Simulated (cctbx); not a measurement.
# BaSmFePbS6 with cctbx, script by script

Library: cctbx 2025.11. The data are simulated by the first script.

## 1. Simulate the data

run.py:

```python
from cctbx import adptbx, crystal, miller, sgtbx, xray
from cctbx.array_family import flex
from iotbx.shelx import hklf
from scitbx import matrix
import scitbx.random

cs = crystal.symmetry(unit_cell=(9.673, 9.673, 9.673, 90, 90, 90), space_group_symbol='Hall: F -4 2 3')  # F-43m
atoms = [  # label, site, U (iso, or U11 U22 U33 U12 U13 U23 in A^2), occupancy
    ("Pb1", (0.5, 0, 0), 0.0040, 0.85),
    ("Fe1", (0.5, 0, 0), 0.0040, 0.15),
    ("Sm1", (0.25, 0.25, 0.25), 0.0051, 1),
    ("Ba1", (0.25, 0.25, 0.75), 0.0053, 1),
    ("Fe2", (0, 0, 0), 0.0037, 0.85),
    ("Pb2", (0, 0, 0), 0.0037, 0.15),
    ("S1", (0.5, 0, 0.7468), 0.0065, 1),
]
xs = xray.structure(crystal_symmetry=cs)
for label, site, u, occ in atoms:
    u = adptbx.u_cif_as_u_star(cs.unit_cell(), u) if isinstance(u, tuple) else u
    xs.add_scatterer(xray.scatterer(label, site=site, u=u, occupancy=occ))
xs.set_inelastic_form_factors(0.6889, "sasaki")
xs.show_summary()
p1 = xs.expand_to_p1()
ms = miller.build_set(p1, anomalous_flag=True, d_min=0.77)
flex.set_random_seed(885048)
scitbx.random.set_random_seed(885048)
ms = ms.select(flex.random_double(ms.size()) < 0.8)
i = ms.structure_factors_from_scatterers(p1, algorithm="direct").f_calc().as_intensity_array().data()
i = i * 40000 / flex.max(i)
sig = flex.sqrt(i + flex.pow2(0.04 * i) + 15 ** 2)
noise = scitbx.random.variate(scitbx.random.normal_distribution())(i.size())
data = ms.array(data=i + sig * noise, sigmas=sig).set_observation_type_xray_intensity()
with open("data.hkl", "w") as f:
    data.export_as_shelx_hklf(f)
print("reflections written:", data.size(), " <I/sigma> = %.1f" % flex.mean(data.data() / data.sigmas()))
for h, a, b in list(data.sort("data"))[:12]:
    print("%4d%4d%4d %9.1f %7.1f" % (h + (a, b)))
```

```console
$ python run.py
```

```text
Number of scatterers: 7
At special positions: 7
Unit cell: (9.673, 9.673, 9.673, 90, 90, 90)
Space group: F -4 3 m (No. 216)
reflections written: 6620  <I/sigma> = 3.7
   0  -4   0   40983.3  1612.5
   0   0   4   39535.3  1612.5
   0   0  -4   38337.3  1612.5
  -4   0   0   37556.7  1612.5
   4  -4   0   31177.6  1193.8
   0  -4   4   30539.3  1193.8
  -4   0   4   29958.0  1193.8
   4   0   4   29844.1  1193.8
   0   4   4   29390.3  1193.8
  -4   0  -4   28885.8  1193.8
   0  -4  -4   28263.2  1193.8
   0   4  -4   27639.1  1193.8
```

It took 0.27 s on 1 thread of Arm Neoverse V2, on a shared host, peak memory 0.07 GiB.

## 2. Refinement

run.py:

```python
import math
from cctbx import adptbx, crystal, maptbx, sgtbx, xray
from cctbx.array_family import flex
from cctbx.xray import observations
from iotbx.shelx import hklf
from scitbx.lstbx import normal_eqns_solving
from smtbx import absolute_structure, utils
from smtbx.refinement import constraints, least_squares

cs = crystal.symmetry(unit_cell=(9.673, 9.673, 9.673, 90, 90, 90), space_group_symbol='Hall: F -4 2 3')  # F-43m
atoms = [  # label, site, U (iso, or U11 U22 U33 U12 U13 U23 in A^2), occupancy
    ("Pb1", (0.5, 0, 0), 0.0200, 1),
    ("Sm1", (0.25, 0.25, 0.25), 0.0200, 1),
    ("Ba1", (0.25, 0.25, 0.75), 0.0200, 1),
    ("Fe2", (0, 0, 0), 0.0200, 1),
    ("S1", (0.5, 0, 0.7468), 0.0200, 1),
]
xs = xray.structure(crystal_symmetry=cs)
for label, site, u, occ in atoms:
    u = adptbx.u_cif_as_u_star(cs.unit_cell(), u) if isinstance(u, tuple) else u
    xs.add_scatterer(xray.scatterer(label, site=site, u=u, occupancy=occ))
xs.set_inelastic_form_factors(0.6889, "sasaki")
xs.convert_to_anisotropic()
raw = hklf.reader(file_name="data.hkl").as_miller_arrays(crystal_symmetry=cs, anomalous=True)[0]
merged = raw.eliminate_sys_absent().merge_equivalents()
fo2 = merged.array().set_observation_type_xray_intensity()
print("Rint %.3f, %d unique reflections to %.2f A" % (merged.r_int(), fo2.size(), fo2.d_min()))
for sc in xs.scatterers():
    sc.flags.set_grad_site(True)
    sc.flags.set_grad_u_aniso(sc.flags.use_u_aniso())
    sc.flags.set_grad_u_iso(sc.flags.use_u_iso())
obs = fo2.as_xray_observations()
extra = {}
rep = constraints.reparametrisation(xs, [], utils.connectivity_table(xs), **extra)
ls = least_squares.crystallographic_ls(obs, rep, weighting_scheme=least_squares.mainstream_shelx_weighting(a=0, b=0))
print("cycle     R1     wR2    GooF  max shift (A)")
for cycle in range(12):
    ls.build_up()
    r1, wr2, goof = ls.r1_factor(cutoff_factor=2)[0], ls.wR2(), ls.goof()
    old = xs.sites_cart()
    normal_eqns_solving.levenberg_marquardt_iterations(ls, n_max_iterations=3, tau=1e-06, step_threshold=1e-7)
    big = flex.max((xs.sites_cart() - old).norms())
    print("%4d %7.4f %7.4f %7.3f %9.5f" % (cycle + 1, r1, wr2, goof, big))
    ls.build_up(objective_only=True)
    if abs(ls.wR2() - wr2) < 5e-5 and big < 5e-4:
        break
ls.build_up()
print("final R1 %.4f wR2 %.4f GooF %.3f  parameters %d  data/parameter %.1f" % (ls.r1_factor(cutoff_factor=2)[0], ls.wR2(), ls.goof(), ls.n_parameters, fo2.size() / ls.n_parameters))
cov = ls.covariance_matrix_and_annotations()
su = dict(zip(cov.annotations, (math.sqrt(max(v, 0)) for v in cov.matrix.matrix_packed_u_diagonal())))
a2 = cs.unit_cell().reciprocal_parameters()[0] ** -2
print("atom        x        y        z      Ueq    occ   su(xyz)  su(Uiso or U11)")
for sc in xs.scatterers():
    s = max(su.get(sc.label + k, 0) for k in (".x", ".y", ".z"))
    npd = "" if sc.is_positive_definite_u(cs.unit_cell()) else "  NPD"
    print("%-5s %8.5f %8.5f %8.5f %8.4f %6.3f %8.5f %7.4f%s" % ((sc.label,) + sc.site + (sc.u_iso_or_equiv(cs.unit_cell()), sc.occupancy, s, su.get(sc.label + ".uiso", su.get(sc.label + ".u11", 0) * a2), npd)))
fo = fo2.f_sq_as_f()
fc = fo.structure_factors_from_scatterers(xs, algorithm="direct").f_calc()
diff = fo.f_obs_minus_f_calc(1 / math.sqrt(ls.scale_factor()), fc).average_bijvoet_mates()
m = diff.fft_map(symmetry_flags=maptbx.use_space_group_symmetry, resolution_factor=0.25).apply_volume_scaling()
print("difference map: max %.2f min %.2f rms %.2f" % (m.statistics().max(), m.statistics().min(), m.statistics().sigma()))
peaks = m.peak_search(parameters=maptbx.peak_search_parameters(min_distance_sym_equiv=0.6, max_clusters=6)).all()
near = xs.closest_distances(peaks.sites(), distance_cutoff=4)
sps = cs.special_position_settings(min_distance_sym_equiv=0.5)
for k, (x, h) in enumerate(zip(peaks.sites(), peaks.heights())):
    ss = sps.site_symmetry(x)
    print("Q%-3d %7.4f %7.4f %7.4f %4d %7.2f  %.2f A from %s" % ((k + 1,) + tuple(t % 1 for t in ss.exact_site()) + (ss.multiplicity(), h, near.smallest_distances[k], xs.scatterers()[near.i_seqs[k]].label)))
```

```console
$ python run.py
```

```text
Rint 0.034, 136 unique reflections to 0.78 A
cycle     R1     wR2    GooF  max shift (A)
   1  0.1950  0.4409  24.549   0.00354
   2  0.0759  0.1533   8.532   0.00007
   3  0.0761  0.1532   8.529   0.00001
final R1 0.0761 wR2 0.1532 GooF 8.529  parameters 8  data/parameter 17.0
atom        x        y        z      Ueq    occ   su(xyz)  su(Uiso or U11)
Pb1    0.50000  0.00000  0.00000   0.0015  1.000  0.00000  0.0008
Sm1    0.25000  0.25000  0.25000  -0.0019  1.000  0.00000  0.0012  NPD
Ba1    0.25000  0.25000  0.75000  -0.0025  1.000  0.00000  0.0014  NPD
Fe2    0.00000  0.00000  0.00000  -0.0197  1.000  0.00000  0.0012  NPD
S1     0.50000  0.00000  0.74643  -0.0020  1.000  0.00042  0.0017  NPD
difference map: max 19.16 min -1.83 rms 1.40
Q1    0.0000  0.0000  0.0000    4   19.16  0.00 A from Fe2
Q2    0.2500  0.2500  0.7500    4   17.58  0.00 A from Ba1
Q3    0.2500  0.2500  0.2500    4   16.53  0.00 A from Sm1
Q4    0.0000  0.0000  0.5000    4   12.90  0.00 A from Pb1
Q5    0.0000  0.0000  0.2554   24    3.13  0.09 A from S1
Q6    0.0559  0.0559  0.1235   48    0.74  1.41 A from S1
```

Time: 0.44 s.

This run holds a fault made on purpose: disorder ignored: each site full, of its main element.

## 3. Refinement (occupancies of the disordered sites free, main element alone)

run.py, as its changes from the last script of this kind:

```diff
@@ -12,5 +12,5 @@
-    ("Pb1", (0.5, 0, 0), 0.0200, 1),
-    ("Sm1", (0.25, 0.25, 0.25), 0.0200, 1),
-    ("Ba1", (0.25, 0.25, 0.75), 0.0200, 1),
-    ("Fe2", (0, 0, 0), 0.0200, 1),
-    ("S1", (0.5, 0, 0.7468), 0.0200, 1),
+    ("Pb1", (0.5, 0, 0), 0.0120, 1),
+    ("Sm1", (0.25, 0.25, 0.25), 0.0120, 1),
+    ("Ba1", (0.25, 0.25, 0.75), 0.0120, 1),
+    ("Fe2", (0, 0, 0), 0.0120, 1),
+    ("S1", (0.5, 0, 0.74643), 0.0120, 1),
@@ -31,0 +32 @@
+    sc.flags.set_grad_occupancy(sc.label in ('Pb1', 'Fe2'))
@@ -37 +38 @@
-for cycle in range(12):
+for cycle in range(20):
@@ -56,0 +58,2 @@
+print("su of occupancy Pb1: %.3f" % su["Pb1.occ"])
+print("su of occupancy Fe2: %.3f" % su["Fe2.occ"])
```

```console
$ python run.py
```

```text
Rint 0.034, 136 unique reflections to 0.78 A
cycle     R1     wR2    GooF  max shift (A)
   1  0.1723  0.3642  20.439   0.00089
   2  0.0608  0.1261   7.079   0.00102
   3  0.0425  0.0951   5.338   0.00055
   4  0.0337  0.0784   4.397   0.00028
   5  0.0285  0.0687   3.858   0.00014
   6  0.0247  0.0619   3.475   0.00007
   7  0.0219  0.0562   3.156   0.00004
   8  0.0196  0.0512   2.874   0.00002
   9  0.0176  0.0467   2.621   0.00001
  10  0.0160  0.0427   2.395   0.00001
  11  0.0145  0.0391   2.193   0.00001
  12  0.0132  0.0359   2.015   0.00000
  13  0.0121  0.0331   1.858   0.00000
  14  0.0113  0.0307   1.723   0.00000
  15  0.0105  0.0286   1.606   0.00000
  16  0.0099  0.0269   1.507   0.00000
  17  0.0093  0.0254   1.423   0.00000
  18  0.0089  0.0241   1.352   0.00000
  19  0.0085  0.0231   1.294   0.00000
  20  0.0082  0.0222   1.245   0.00000
final R1 0.0080 wR2 0.0215 GooF 1.206  parameters 10  data/parameter 13.6
atom        x        y        z      Ueq    occ   su(xyz)  su(Uiso or U11)
Pb1    0.50000  0.00000  0.00000   0.0040  0.890  0.00000  0.0001
Sm1    0.25000  0.25000  0.25000   0.0058  1.000  0.00000  0.0002
Ba1    0.25000  0.25000  0.75000   0.0047  1.000  0.00000  0.0002
Fe2    0.00000  0.00000  0.00000  -0.0011  1.305  0.00000  0.0003  NPD
S1     0.50000  0.00000  0.74675   0.0060  1.000  0.00006  0.0003
su of occupancy Pb1: 0.002
su of occupancy Fe2: 0.006
difference map: max 0.71 min -0.24 rms 0.08
Q1    0.0000  0.0000  0.0000    4    0.72  0.00 A from Fe2
Q2    0.0000  0.0000  0.5000    4    0.42  0.00 A from Pb1
Q3    0.2500  0.2500  0.7500    4    0.31  0.00 A from Ba1
Q4    0.0331  0.0990  0.9010   48    0.18  1.39 A from Fe2
Q5    0.1805  0.1805  0.8195   16    0.18  1.16 A from Ba1
Q6    0.1071  0.1071  0.6895   48    0.18  1.59 A from S1
```

It took 1.2 s on 1 thread of Arm Neoverse V2 (shared host), peak memory 0.09 GiB.

[Logs are printed without paths, hosts, clocks, repeated set-up lines and the standing remarks that a program may print on its own settings, such as how far it seeks lower states.]
